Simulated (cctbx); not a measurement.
## Reading a Patterson map

Space group Imma (no. 74), a = 7.1920 Å, b = 7.4850 Å, c = 10.3180 Å, α = 90.00°, β = 90.00°, γ = 90.00°, content Fe4 V4 Sc4 S16.

The data are simulated with cctbx, not measured: Ga Kα, λ = 1.3414 Å, to d = 0.83 Å, 70 % of the full sphere, strongest reflection 5000 counts, noise from counting, a 3 % proportional error and a noise floor of 15 counts (s.d.); no absorption.

Patterson synthesis, origin scaled to 1000:

```text
Patterson group I m m m
      u       v       w   height  length (A)
  0.000   0.000   0.000   1000.0     0.00
  0.000   0.500   0.256    583.5     4.58
  0.000   0.500   0.500    497.9     6.37
  0.000   0.000   0.242    430.0     2.49
  0.246   0.238   0.000    428.7     2.51
  0.250   0.250   0.250    428.1     3.66
  0.000   0.500   0.000    376.1     3.74
  0.246   0.000   0.381    357.9     4.31
  0.000   0.241   0.375    318.3     4.27
  0.000   0.000   0.500    204.8     5.16
  0.260   0.000   0.141    117.4     2.37
  0.000   0.279   0.126    109.4     2.46
  0.113   0.128   0.000      2.9     1.26
  0.000   0.000   0.121     -1.5     1.25
```

**Question.** Which atom pairs make the peaks, and where is the heaviest atom?

A peak at u stands for all pairs with xi − xj = u, with weight Σ ZiZj against Σ Z² = 10680 at the origin. Peak heights follow these weights only roughly, since form factors, motion and series ripples differ, all vectors within 0.55 Å of a peak are counted as merged into it though the farther ones add only part of their weight, and F(000) is left out, which lowers the whole map:

| u | v | w | shortest length (Å) | height | 1000 ΣZiZj/ΣZ² | pairs in the cell |
| --- | --- | --- | --- | --- | --- | --- |
| 0.000 | 0.500 | 0.256 | 4.39 | 584 | 654 | 8 × V–S, 8 × Sc–S, 2 × Fe–Fe |
| 0.000 | 0.500 | 0.500 | 3.60 | 498 | 582 | 16 × S–S, 4 × V–V |
| 0.000 | 0.000 | 0.242 | 2.50 | 430 | 527 | 8 × V–S, 8 × Sc–S |
| 0.246 | 0.238 | 0.000 | 2.51 | 429 | 527 | 8 × V–S, 8 × Sc–S |
| 0.250 | 0.250 | 0.250 | 3.66 | 428 | 564 | 16 × S–S, 4 × V–Sc |
| 0.000 | 0.500 | 0.000 | 3.74 | 376 | 549 | 16 × S–S, 4 × Sc–Sc |
| 0.246 | 0.000 | 0.381 | 4.31 | 358 | 380 | 4 × Fe–V, 4 × Fe–S |
| 0.000 | 0.241 | 0.375 | 4.27 | 318 | 360 | 4 × Fe–Sc, 4 × Fe–S |
| 0.000 | 0.000 | 0.500 | 5.16 | 205 | 384 | 16 × S–S |
| 0.260 | 0.000 | 0.141 | 2.37 | 117 | 156 | 4 × Fe–S |

The table stops at ten peaks or at a height of 45, below which ripples compete. In the model behind the data Fe, the heaviest element, has 1 independent site: (0, 1/4, 0.3729), up to an allowed shift of origin; the Fe–Fe vectors are differences of these positions and their symmetry mates. Elements of similar Z can't be told apart from the map alone. The whole model:

| atom | mult. | x | y | z | Ueq (Å²) |
| --- | --- | --- | --- | --- | --- |
| Fe1 | 4 | 0 | 1/4 | 0.3729 | 0.0157 |
| V1 | 4 | 1/4 | 3/4 | 1/4 | 0.0205 |
| Sc1 | 4 | 0 | 0 | 0 | 0.0221 |
| S1 | 8 | 0.2597 | 3/4 | 0.4861 | 0.0212 |
| S2 | 8 | 0 | 0.9778 | 0.2481 | 0.0264 |

The model is made up (kin elements in a known structure type, no relaxation), so it says nothing on whether the phase exists.

[Logs are printed without paths, hosts, clocks, repeated set-up lines and the standing remarks that a program may print on its own settings, such as how far it seeks lower states.]
